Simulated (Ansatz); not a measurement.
# Se on Ta(110): change of the work function, part 3 of 4

Wanted: Δφ(θ) for Se/Ta(110), starting from the hollow site.

Ansatz 0.2.0; plane-wave DFT, PBE, Ansatz PAW.

So far, work function, upper face (eV): step 2 (the clean slab) 4.77; step 3 (37 atoms, coverage 0.111 ML, cell 3x3) 4.76.

## (4) The covered slab, k-mesh 6×6×1, coverage 0.25 ML

System of this step: Se/Ta(110). The cell holds 17 atoms: 16 Ta and 1 Se. Its edges and angles: a = 5.733 Å, b = 5.733 Å, c = 27.460 Å, α = 90.0°, β = 90.0°, γ = 70.5°. Vacuum lies along c.

Another coverage, to see how the dipoles act on each other as their distance changes.

File input.yaml:

```yaml
crystal:
  lattice:
    - [4.6810468914, -3.31, 0.0]
    - [4.6810468914, 3.31, 0.0]
    - [0.0, 0.0, 27.4604676772]
  atoms:
    - { symbol: Ta, position: [0.0, 0.0, 0.3277438719] }
    - { symbol: Ta, position: [0.25, 0.25, 0.4129763404] }
    - { symbol: Ta, position: [0.0, 0.0, 0.4982961422] }
    - { symbol: Ta, position: [0.25, 0.25, 0.5802085114] }
    - { symbol: Ta, position: [0.0, 0.5, 0.3277438719] }
    - { symbol: Ta, position: [0.25, 0.75, 0.4129763404] }
    - { symbol: Ta, position: [0.0, 0.5, 0.4982961422] }
    - { symbol: Ta, position: [0.25, 0.75, 0.5802085114] }
    - { symbol: Ta, position: [0.5, 0.0, 0.3277438719] }
    - { symbol: Ta, position: [0.75, 0.25, 0.4129763404] }
    - { symbol: Ta, position: [0.5, 0.0, 0.4982961422] }
    - { symbol: Ta, position: [0.75, 0.25, 0.5802085114] }
    - { symbol: Ta, position: [0.5, 0.5, 0.3277438719] }
    - { symbol: Ta, position: [0.75, 0.75, 0.4129763404] }
    - { symbol: Ta, position: [0.5, 0.5, 0.4982961422] }
    - { symbol: Ta, position: [0.75, 0.75, 0.5802085114] }
    - { symbol: Se, position: [0.42, 0.42, 0.6722561281] }
kpoints:
  mp_grid: { grid: [6, 6, 1] }
hamiltonian:
  xc: pbe
scf:
  occupations: { method: fermi_dirac, width: 0.1 }
  convergence: { dr2_threshold: 1.0e-08 }
efield:
  axis: 3
  dipole_correction: true
  ramp_position: 0.97
  ramp_width: 0.06
relax:
  f_tol: 0.02
  max_steps: 60
  constraints: [{ sites: [0, 1, 4, 5, 8, 9, 12, 13] }]
output:
  dos: { projected: true, e_range: [-8, 4] }
  write_potential: true
  write_density: true
  volumetric_format: npy
  elf: true
```

Launch:

```sh
$ ansatz run input.yaml --threads 4 --pin off --max-ram 16384MiB --backend cpu --events-out ev --progress --plain --runs-dir out
```

Output:

```text
[...]
Crystal: 17 atoms, lattice volume = 850.960 Å³
Basis set: ecut = 420 eV, 16691 PW (Γ), exchange–correlation on 80×80×384 points (8 copies of the dense FFT grid, shifted against one another)
Bands: 135, of which v1, the nominal top of the filled ones, is band 112 counted from 1 (111 counted from 0)
Symmetry: 2 space group operations
[...]
k-points: 13 of 36 (time reversal used)
[...]
SCF iter   1: F=—  HF=-164378.211634 eV  |F-HF|=—  |Δ(HF+E_count)|=         —  Δρ=7.37e-3  dr2=1.11e1  ethr=1.77e-3  p=-0.088 e·Å  D=-1.87e-2 V/Å  ΔV_dip=0.51 eV  dr2_dipole=1.26e0  V_vac-E_F(+/−)=5.48/4.96 eV  ⟨swp⟩=9.9  Hψ=8674  notcnv=0  defer=1
[...]
SCF iter   9: F=-164377.889038 eV  HF=-164377.889038 eV  |F-HF|=1.96e-8  |Δ(HF+E_count)|=   1.14e-7  Δρ=7.04e-7  dr2=6.71e-9  ethr=4.46e-12  p=-0.098 e·Å  D=-2.08e-2 V/Å  ΔV_dip=0.57 eV  dr2_dipole=2.17e-11  V_vac-E_F(+/−)=5.36/4.79 eV  ⟨swp⟩=15.2  Hψ=14165  notcnv=0
SCF 1 converged in 9 iterations: F = -164377.889038 eV  dr2 = 6.71e-9
[...]
relax step   1: F+E_penalty+E_count = -164377.88903803 eV  Δ(F+E_penalty+E_count) = +0.000e0 eV  max|allowed force component| = 3.326e0 eV/Å  Δτ_max = 0.0000 Å  (9 SCF iters, accepted)
[...]
SCF iter   1: F=—  HF=-164378.801425 eV  |F-HF|=—  |Δ(HF+E_count)|=         —  Δρ=4.31e-3  dr2=6.82e-1  ethr=2.61e-4  p=-0.098 e·Å  D=-2.08e-2 V/Å  ΔV_dip=0.57 eV  dr2_dipole=1.31e-2  V_vac-E_F(+/−)=5.36/4.79 eV  ⟨swp⟩=2.0  Hψ=5854  notcnv=0  defer=12
[...]
eigensolver tolerance schedule calibrated: the retry pair's looser diagonalisation under-reported the residual by θ = 0.14 (0.13/decade); ethr = c·dr2/N_el runs at the constant in force after the calibration composes with the one it found (an armed cap, an earlier calibration), c = 5.7e-2
[...]
SCF iter   2: F=—  HF=-164378.744975 eV  |F-HF|=—  |Δ(HF+E_count)|=   5.65e-2  Δρ=2.03e-3  dr2=8.27e-2  ethr=1.74e-4  p=-0.043 e·Å  D=-9.07e-3 V/Å  ΔV_dip=0.25 eV  dr2_dipole=1.11e-3  V_vac-E_F(+/−)=5.04/4.79 eV  ⟨swp⟩=2.8  Hψ=3388  notcnv=0  defer=12
[...]
SCF iter  10: F=-164378.728694 eV  HF=-164378.728694 eV  |F-HF|=7.36e-9  |Δ(HF+E_count)|=   7.31e-9  Δρ=2.80e-7  dr2=1.21e-9  ethr=2.55e-12  p=-0.056 e·Å  D=-1.18e-2 V/Å  ΔV_dip=0.32 eV  dr2_dipole=5.38e-11  V_vac-E_F(+/−)=5.12/4.79 eV  ⟨swp⟩=14.8  Hψ=13127  notcnv=0
SCF 2 converged in 10 iterations: F = -164378.728694 eV  dr2 = 1.21e-9
relax step   2: F+E_penalty+E_count = -164378.72869434 eV  Δ(F+E_penalty+E_count) = -8.397e-1 eV  max|allowed force component| = 2.547e0 eV/Å  Δτ_max = 0.1949 Å  (10 SCF iters, accepted)
SCF iter   1: F=—  HF=-164379.223165 eV  |F-HF|=—  |Δ(HF+E_count)|=         —  Δρ=3.35e-3  dr2=4.99e-1  ethr=2.51e-3  p=-0.056 e·Å  D=-1.18e-2 V/Å  ΔV_dip=0.32 eV  dr2_dipole=3.63e-2  V_vac-E_F(+/−)=5.12/4.79 eV  ⟨swp⟩=4.5  Hψ=3429  notcnv=0  defer=14
[...]
SCF iter  10: F=-164379.179539 eV  HF=-164379.179539 eV  |F-HF|=6.17e-9  |Δ(HF+E_count)|=   1.46e-8  Δρ=2.02e-7  dr2=6.20e-10  ethr=4.46e-12  p=-0.020 e·Å  D=-4.36e-3 V/Å  ΔV_dip=0.12 eV  dr2_dipole=6.10e-11  V_vac-E_F(+/−)=4.91/4.79 eV  ⟨swp⟩=9.8  Hψ=11456  notcnv=0
SCF 3 converged in 10 iterations: F = -164379.179539 eV  dr2 = 6.20e-10
relax step   3: F+E_penalty+E_count = -164379.17953949 eV  Δ(F+E_penalty+E_count) = -4.508e-1 eV  max|allowed force component| = 9.242e-1 eV/Å  Δτ_max = 0.1950 Å  (10 SCF iters, accepted)
[...]
relax step   4: F+E_penalty+E_count = -164379.34365856 eV  Δ(F+E_penalty+E_count) = -1.641e-1 eV  max|allowed force component| = 4.384e-1 eV/Å  Δτ_max = 0.1947 Å  (9 SCF iters, accepted)
[...]
relax step   5: F+E_penalty+E_count = -164379.42557870 eV  Δ(F+E_penalty+E_count) = -8.192e-2 eV  max|allowed force component| = 2.810e-1 eV/Å  Δτ_max = 0.1949 Å  (10 SCF iters, accepted)
[...]
relax step   6: F+E_penalty+E_count = -164379.46356024 eV  Δ(F+E_penalty+E_count) = -3.798e-2 eV  max|allowed force component| = 1.127e-1 eV/Å  Δτ_max = 0.1941 Å  (10 SCF iters, accepted)
[...]
relax step   7: F+E_penalty+E_count = -164379.47628653 eV  Δ(F+E_penalty+E_count) = -1.273e-2 eV  max|allowed force component| = 3.460e-2 eV/Å  Δτ_max = 0.1360 Å  (8 SCF iters, accepted)
SCF iter   1: F=—  HF=-164379.478355 eV  |F-HF|=—  |Δ(HF+E_count)|=         —  Δρ=5.80e-4  dr2=5.50e-3  ethr=1.54e-5  p=-0.006 e·Å  D=-1.30e-3 V/Å  ΔV_dip=0.04 eV  dr2_dipole=1.70e-4  V_vac-E_F(+/−)=4.84/4.80 eV  ⟨swp⟩=3.1  Hψ=3423  notcnv=0  defer=13
[...]
SCF iter   7: F=-164379.477636 eV  HF=-164379.477636 eV  |F-HF|=1.87e-8  |Δ(HF+E_count)|=   7.32e-8  Δρ=6.94e-7  dr2=6.67e-9  ethr=4.46e-12  p=-0.006 e·Å  D=-1.29e-3 V/Å  ΔV_dip=0.04 eV  dr2_dipole=1.55e-11  V_vac-E_F(+/−)=4.84/4.80 eV  ⟨swp⟩=13.5  Hψ=14466  notcnv=0
SCF 8 converged in 7 iterations: F = -164379.477636 eV  dr2 = 6.67e-9
relax step   8: F+E_penalty+E_count = -164379.47763608 eV  Δ(F+E_penalty+E_count) = -1.350e-3 eV  max|allowed force component| = 6.923e-3 eV/Å  Δτ_max = 0.0357 Å  (7 SCF iters, accepted)
[...]
SCF converged after 7 iterations
Free energy (F): -164379.477636 eV
[...]
Internal energy: -164378.737708 eV  (E = F + TS)
E sigma→0 (E₀):  -164379.107672 eV
Entropy (-TS):   -0.739928 eV (-43.525 meV/atom)
Fermi energy:    3.652317 eV
Dipole field:    D = -0.001284 V/Å  (p = -0.006038 e·Å, saw-weighted, corrected)
Work function:   Φ+ = 4.8384 eV   Φ− = 4.8031 eV
[...]
--- Forces (eV/Å), atoms counted from 1 ---
  atom   1  Ta     0.00077351    -0.00000000     0.34498928
  atom   2  Ta    -0.00128164     0.00000000    -0.33985387
  atom   3  Ta    -0.00131602     0.00000000    -0.00496357
  atom   4  Ta    -0.00349568     0.00000000     0.00205575
  atom   5  Ta     0.00060767    -0.00052472     0.38996145
  atom   6  Ta    -0.00367206    -0.03515070    -0.44495859
  atom   7  Ta    -0.00039071     0.00100737    -0.00083809
  atom   8  Ta     0.00517202     0.00575077     0.00692257
  atom   9  Ta     0.00060767     0.00052472     0.38996145
  atom  10  Ta    -0.00367206     0.03515070    -0.44495859
  atom  11  Ta    -0.00039071    -0.00100737    -0.00083809
  atom  12  Ta     0.00517202    -0.00575077     0.00692257
  atom  13  Ta     0.00007920    -0.00000000     0.44230265
  atom  14  Ta    -0.00775900     0.00000000    -0.33855433
  atom  15  Ta     0.00359223    -0.00000000     0.00168086
  atom  16  Ta     0.00015620    -0.00000000    -0.00423293
  atom  17  Se     0.00582477    -0.00000000    -0.00560220
  max |Σ_I F_I| component: 7.40e-6 eV/Å
--- Band table (eV; the first three rows and the last of 13) ---
  k-point 0: bands = [... 108 lower, 3.6254, 3.8773, 4.0190, 4.0609, 4.1406, 4.2117, 4.7496, 4.7794, ... 19 higher]
  k-point 1: bands = [... 108 lower, 3.5408, 3.7155, 3.7464, 3.9122, 3.9972, 4.3052, 4.3350, 4.4537, ... 19 higher]
  k-point 2: bands = [... 108 lower, 3.3075, 3.4144, 3.4621, 3.5278, 3.5952, 3.6034, 3.6868, 3.7794, ... 19 higher]
  k-point 12: bands = [... 108 lower, 3.4828, 3.6361, 3.7889, 3.8072, 3.8112, 3.8995, 3.9931, 4.0432, ... 19 higher]
--- Relaxed structure (8 steps of the walk, 8 accepted, 0 SCFs on fresh bases) ---
  F+E_penalty+E_count = -164379.47763608 eV   max|allowed force component| = 6.923e-3 eV/Å
  atoms:
    - { symbol: Ta, position: [0.0, 0.0, 0.327744] }
    - { symbol: Ta, position: [0.25, 0.25, 0.412976] }
    - { symbol: Ta, position: [-0.000278248, -0.000278248, 0.496503] }
    - { symbol: Ta, position: [0.255350, 0.255350, 0.580993] }
    - { symbol: Ta, position: [-5.551115e-17, 0.5, 0.327744] }
    - { symbol: Ta, position: [0.25, 0.75, 0.412976] }
    - { symbol: Ta, position: [-0.000338764, 0.499722, 0.498300] }
    - { symbol: Ta, position: [0.229194, 0.769714, 0.582057] }
    - { symbol: Ta, position: [0.5, -5.551115e-17, 0.327744] }
    - { symbol: Ta, position: [0.75, 0.25, 0.412976] }
    - { symbol: Ta, position: [0.499722, -0.000338764, 0.498300] }
    - { symbol: Ta, position: [0.769714, 0.229194, 0.582057] }
    - { symbol: Ta, position: [0.5, 0.5, 0.327744] }
    - { symbol: Ta, position: [0.75, 0.75, 0.412976] }
    - { symbol: Ta, position: [0.499659, 0.499659, 0.499544] }
    - { symbol: Ta, position: [0.743440, 0.743440, 0.581003] }
    - { symbol: Se, position: [0.498702, 0.498702, 0.649736] }
```

Run time: 7.5 min. Hardware: 4 threads of Arm Neoverse V1, shared host; peak memory 3.2 GiB; 29 min of CPU time.

Relaxation path:

| step | energy less that of the first step (eV) | largest force component (eV/Å) |
| --- | --- | --- |
| 1 | 0.0000 | 3.3264 |
| 2 | -0.8397 | 2.5473 |
| 3 | -1.2905 | 0.9242 |
| 4 | -1.4546 | 0.4384 |
| 5 | -1.5365 | 0.2810 |
| 6 | -1.5745 | 0.1127 |
| 7 | -1.5872 | 0.0346 |
| 8 | -1.5886 | 0.0069 |

The run keeps the 2 symmetry operations that the program found, so distortions that break them were not tested.

The atoms that moved most (Å):

```
atom      dx      dy      dz  length
Se17   0.737   0.000  -0.618   0.962
Ta12  -0.005  -0.134   0.051   0.143
 Ta8  -0.005   0.134   0.051   0.143
Ta16  -0.061   0.000   0.022   0.065
 Ta4   0.050   0.000   0.022   0.055
 Ta3  -0.003   0.000  -0.049   0.049
Ta15  -0.003   0.000   0.034   0.034
```

The relaxed structure:

```cif
data_structure
_symmetry_space_group_name_H-M 'P 1'
_symmetry_Int_Tables_number 1
_cell_length_a 5.7331
_cell_length_b 5.7331
_cell_length_c 27.4605
_cell_angle_alpha 90.000
_cell_angle_beta 90.000
_cell_angle_gamma 70.529
_cell_volume 850.96
loop_
_atom_site_label
_atom_site_type_symbol
_atom_site_fract_x
_atom_site_fract_y
_atom_site_fract_z
_atom_site_occupancy
Ta1 Ta 0.00000 0.00000 0.32774 1
Ta2 Ta 0.25000 0.25000 0.41298 1
Ta3 Ta 0.99972 0.99972 0.49650 1
Ta4 Ta 0.25535 0.25535 0.58099 1
Ta5 Ta 0.00000 0.50000 0.32774 1
Ta6 Ta 0.25000 0.75000 0.41298 1
Ta7 Ta 0.99966 0.49972 0.49830 1
Ta8 Ta 0.22919 0.76971 0.58206 1
Ta9 Ta 0.50000 0.00000 0.32774 1
Ta10 Ta 0.75000 0.25000 0.41298 1
Ta11 Ta 0.49972 0.99966 0.49830 1
Ta12 Ta 0.76971 0.22919 0.58206 1
Ta13 Ta 0.50000 0.50000 0.32774 1
Ta14 Ta 0.75000 0.75000 0.41298 1
Ta15 Ta 0.49966 0.49966 0.49954 1
Ta16 Ta 0.74344 0.74344 0.58100 1
Se17 Se 0.49870 0.49870 0.64974 1
```

This step gave:

```yaml
energy_at_zero_smearing: -164379.1077 eV
work_function_upper_face: 4.838 eV
work_function_lower_face: 4.803 eV
dipole_along_the_normal: -0.006038 e·Å
step_between_the_vacuum_levels: 0.03525 eV
```

The density of states has structure finer than the step of the table below, so its rows give means over 0.25 eV. Peaks (eV: height): -1.920: 21.4, -1.410: 47.1, -1.110: 36.7, -1.020: 41.3, -0.690: 26.8, -0.270: 29.9, 0.330: 23.5.

The density of states by energy, zero at the Fermi level; means over each step:

```csv
energy (eV),density of states (states/eV a cell)
-7.75,0
-7.50,0.0573
-7.25,0.852
-7.00,0.866
-6.75,0.975
-6.50,0.976
-6.25,1.48
-6.00,2.50
-5.75,2.38
-5.50,2.69
-5.25,1.61
-5.00,4.31
-4.75,4.44
-4.50,7.38
-4.25,8.57
-4.00,13.4
-3.75,12.6
-3.50,11.4
-3.25,13.6
-3.00,17.5
-2.75,15.8
-2.50,13.4
-2.25,11.2
-2.00,11.0
-1.75,9.21
-1.50,26.9
-1.25,26.4
-1.00,26.5
-0.75,24.0
-0.50,24.8
-0.25,27.2
0.00,22.7
0.25,18.0
0.50,8.85
0.75,9.18
1.00,11.8
1.25,10.6
1.50,9.75
1.75,10.1
```

Projected DOS per atom over height of the atomic layer and energy from the Fermi level. Layers: Ta4 Ta4 Ta4 Ta4 Se from below.

Ten even steps from '_' (0.00 states/eV) to '@' (2.03 states/eV), each cell a mean:
```
==::::--__
--::::--__
==::..--__
==--::--__
%%++++##..
@@****##..
%%######::
##%%%%**..
::::::--==
::----==++
==++++--==
--====--++
::----::%%
..::----@@
......::--
______....
__________
__________
__________
__________
__________
__________
```
Columns: height of the atomic layer (Å) from 9 to 17.8 (not evenly spaced); rows upwards: energy from the Fermi level (eV) from -7.96 to 1.95.

ELF in the ca plane at fractional y = 0.499, with atoms of Ta and Se within 0.2 Å of it. It is the smooth field of the valence electrons, not physical close to the nuclei.

Ten even steps from '0' (0.00) to '9' (0.86), each cell a mean:
```
55734644552574663454445421000000000000000000
77424543453257732443344321000000000000000000
33345433455323224543333332211000000000000000
33455433456533345543334566653210000000000000
33345433455323324543336788887421000000000000
77424543453257742453347888998741000000000000
55734644452474673354357744899852000000000000
23744654552572473354357623899852100000000000
77634543453377762354357866999752000000000000
55335533454235423453246888998631000000000000
33355433456432235543335677775310000000000000
33355433455432335543333444432100000000000000
55335533454235423443344321100000000000000000
77634543453377752444444421000000000000000000
23744654542571473355455421000000000000000000
```
Columns run along c (16.0 Å, from fractional 0.32 to 0.91 of the cell), rows up along a (5.7 Å). Atoms in or near the plane, at fractional coordinates: Ta at (0.33, 0.00), Ta at (0.50, 0.00), Ta at (0.33, 0.50), Ta at (0.50, 0.50), Se at (0.65, 0.50).

Valence density in the ca plane at fractional y = 0.499, with atoms of Ta and Se within 0.2 Å of it. It is the smooth field of the valence electrons, not physical close to the nuclei.

Ten steps, logarithmic in the rise over the least value, from '0' (0 e/Å³) to '9' (26 e/Å³), each cell a mean:
```
66531111111356642111110000000000000000000000
55321111111245431111110000000000000000000000
22111111111122211111111000000000000000000000
11111111111111111111111110000000000000000000
22111111111122211111111122100000000000000000
55321111111245531111112344310000000000000000
66531111111356652111112589521000000000000000
66531111111366652111112699631000000000000000
55421111111255542111112477421000000000000000
33211111111133321111111233210000000000000000
11111111111111111111111111100000000000000000
11111111111111111111111000000000000000000000
33211111111133321111110000000000000000000000
65421111111356542111110000000000000000000000
66531111111466652111110000000000000000000000
```
Columns run along c (16.0 Å, from fractional 0.32 to 0.91 of the cell), rows up along a (5.7 Å). Atoms in or near the plane, at fractional coordinates: Ta at (0.33, 0.00), Ta at (0.50, 0.00), Ta at (0.33, 0.50), Ta at (0.50, 0.50), Se at (0.65, 0.50).

Electrostatic potential energy in the ca plane at fractional y = 0.499, with atoms of Ta and Se within 0.2 Å of it. With pseudopotentials it is smooth inside the atoms' cores, unlike the true potential.

Ten even steps from '0' (-55 eV) to '9' (8 eV), each cell a mean:
```
00268999998510037999999999999999999999999999
33589999998743368999899999999999999999999999
77899988999877789998899999999999999999999999
88999988899988899998889999999999999999999999
77899988999877789998899888899999999999999999
33589999999753358999998666689999999999999999
00268999998510037899997677679999999999999999
00268999998510026899997678679999999999999999
11479999998631147999997666679999999999999999
55789998999865578999998766799999999999999999
88899988899988889998899999999999999999999999
88899988899988889998889999999999999999999999
55789988999865578998899999999999999999999999
11479999998620147999999999999999999999999999
00168999998500027899999999999999999999999999
```
Columns run along c (16.0 Å, from fractional 0.32 to 0.91 of the cell; values clipped at the 3rd and 97th percentile), rows up along a (5.7 Å). Atoms in or near the plane, at fractional coordinates: Ta at (0.33, 0.00), Ta at (0.50, 0.00), Ta at (0.33, 0.50), Ta at (0.50, 0.50), Se at (0.65, 0.50).

The relaxation took 8 steps and lowered the energy by 1.6 eV; the largest force on the free atoms ends at 0.0069 eV/Å.

By hand: a sheet of dipoles makes a step −p/(ε₀A) in the electron's potential. With e/ε₀ = 180.95 V·Å, p = -0.006038 e·Å and A = 30.99 Å², that is −180.95 × (-0.006038) / 30.99 = +0.035 eV, and the two vacuum levels of the run differ by +0.035 eV.

The covered face has 4.84 eV, +0.07 eV against the clean one; the bare back face has moved by -0.01 eV, a measure of how thin the slab is.

## (5) Adsorbate added, k-mesh 6×6×1, coverage 0.5 ML

System of this step: Se/Ta(110). The cell holds 18 atoms: 16 Ta and 2 Se. Cell: a = 5.733 Å, b = 5.733 Å, c = 27.460 Å, α = 90.0°, β = 90.0°, γ = 70.5°. Vacuum lies along c.

Another coverage, to see how the dipoles act on each other as their distance changes.

Changes to input.yaml since step 4:

```diff
@@ -23,2 +23,3 @@
     - { symbol: Se, position: [0.42, 0.42, 0.6722561281] }
+    - { symbol: Se, position: [0.92, 0.42, 0.6722561281] }
 kpoints:
```

Output:

```text
[...]
Crystal: 18 atoms, lattice volume = 850.960 Å³
Basis set: ecut = 420 eV, 16691 PW (Γ), exchange–correlation on 80×80×384 points (8 copies of the dense FFT grid, shifted against one another)
Bands: 144, of which v1, the nominal top of the filled ones, is band 120 counted from 1 (119 counted from 0)
Symmetry: 2 space group operations
[...]
- { symbol: Ta, position: [0.230696, 0.764449, 0.582184] }
[...]
- { symbol: Ta, position: [0.5, 0.5, 0.327744] }
    - { symbol: Ta, position: [0.75, 0.75, 0.412976] }
    - { symbol: Ta, position: [0.499990, 0.500130, 0.499173] }
    - { symbol: Ta, position: [0.730696, 0.764449, 0.582184] }
    - { symbol: Se, position: [0.500495, 0.500078, 0.651618] }
    - { symbol: Se, position: [1.000495, 0.500078, 0.651618] }
[key lines of the parts left out:]
SCF converged after 8 iterations
Free energy (F): -169850.487002 eV
Fermi energy:    4.163548 eV
Dipole field:    D = 0.013207 V/Å  (p = 0.062109 e·Å, saw-weighted, corrected)
Work function:   Φ+ = 4.4462 eV   Φ− = 4.8089 eV
```

The job ended after 12 min (4 threads; peak memory 3.9 GiB; 46 min of CPU time).

Relaxation path:

| step | energy less that of the first step (eV) | largest force component (eV/Å) |
| --- | --- | --- |
| 1 | 0.0000 | 2.3003 |
| 2 | -1.2573 | 1.5648 |
| 3 | -1.7466 | 0.3767 |
| 4 | -1.9145 | 0.3460 |
| 5 | -2.0489 | 0.2282 |
| 6 | -2.1211 | 0.1099 |
| 7 | -2.1395 | 0.0129 |
| 8 | -2.1405 | 0.0073 |

The run keeps the 2 symmetry operations that the program found, so distortions that break them were not tested.

The atoms that moved most (Å):

```
atom      dx      dy      dz  length
Se18   0.752  -0.001  -0.567   0.941
Se17   0.752  -0.001  -0.567   0.941
 Ta8  -0.023   0.112   0.054   0.126
Ta16  -0.023   0.112   0.054   0.126
 Ta4   0.024  -0.111   0.054   0.125
Ta12   0.024  -0.111   0.054   0.125
 Ta3   0.001   0.000  -0.044   0.044
Ta11   0.001   0.000  -0.044   0.044
```

Final coordinates:

```cif
data_structure
_symmetry_space_group_name_H-M 'P 1'
_symmetry_Int_Tables_number 1
_cell_length_a 5.7331
_cell_length_b 5.7331
_cell_length_c 27.4605
_cell_angle_alpha 90.000
_cell_angle_beta 90.000
_cell_angle_gamma 70.529
_cell_volume 850.96
loop_
_atom_site_label
_atom_site_type_symbol
_atom_site_fract_x
_atom_site_fract_y
_atom_site_fract_z
_atom_site_occupancy
Ta1 Ta 0.00000 0.00000 0.32774 1
Ta2 Ta 0.25000 0.25000 0.41298 1
Ta3 Ta 0.00009 0.00010 0.49669 1
Ta4 Ta 0.26925 0.23586 0.58216 1
Ta5 Ta 0.00000 0.50000 0.32774 1
Ta6 Ta 0.25000 0.75000 0.41298 1
Ta7 Ta 0.99999 0.50013 0.49917 1
Ta8 Ta 0.23070 0.76445 0.58218 1
Ta9 Ta 0.50000 0.00000 0.32774 1
Ta10 Ta 0.75000 0.25000 0.41298 1
Ta11 Ta 0.50009 0.00010 0.49669 1
Ta12 Ta 0.76925 0.23586 0.58216 1
Ta13 Ta 0.50000 0.50000 0.32774 1
Ta14 Ta 0.75000 0.75000 0.41298 1
Ta15 Ta 0.49999 0.50013 0.49917 1
Ta16 Ta 0.73070 0.76445 0.58218 1
Se17 Se 0.50049 0.50008 0.65162 1
Se18 Se 0.00049 0.50008 0.65162 1
```

The relaxation took 8 steps and lowered the energy by 2.1 eV; the largest force on the free atoms ends at 0.0073 eV/Å.

The covered face has 4.45 eV, -0.32 eV against the clean one; the bare back face has moved by -0.01 eV, a measure of how thin the slab is.

(Part 3 of 4 ends here.)

[Long decimals in the printed logs are rounded to 6 places.]

[Logs are printed without paths, hosts, clocks, repeated set-up lines and the standing remarks that a program may print on its own settings, such as how far it seeks lower states.]

[Hosts, paths, dates, database ids (printed as entryN), source tags and the programs' standing remarks are cut or masked in the printed files.]

[Maps of the electrostatic potential energy from Ansatz leave out the sawtooth potential of an applied field or a dipole correction, so their vacuum need not be flat; planar profiles and work functions include it.]
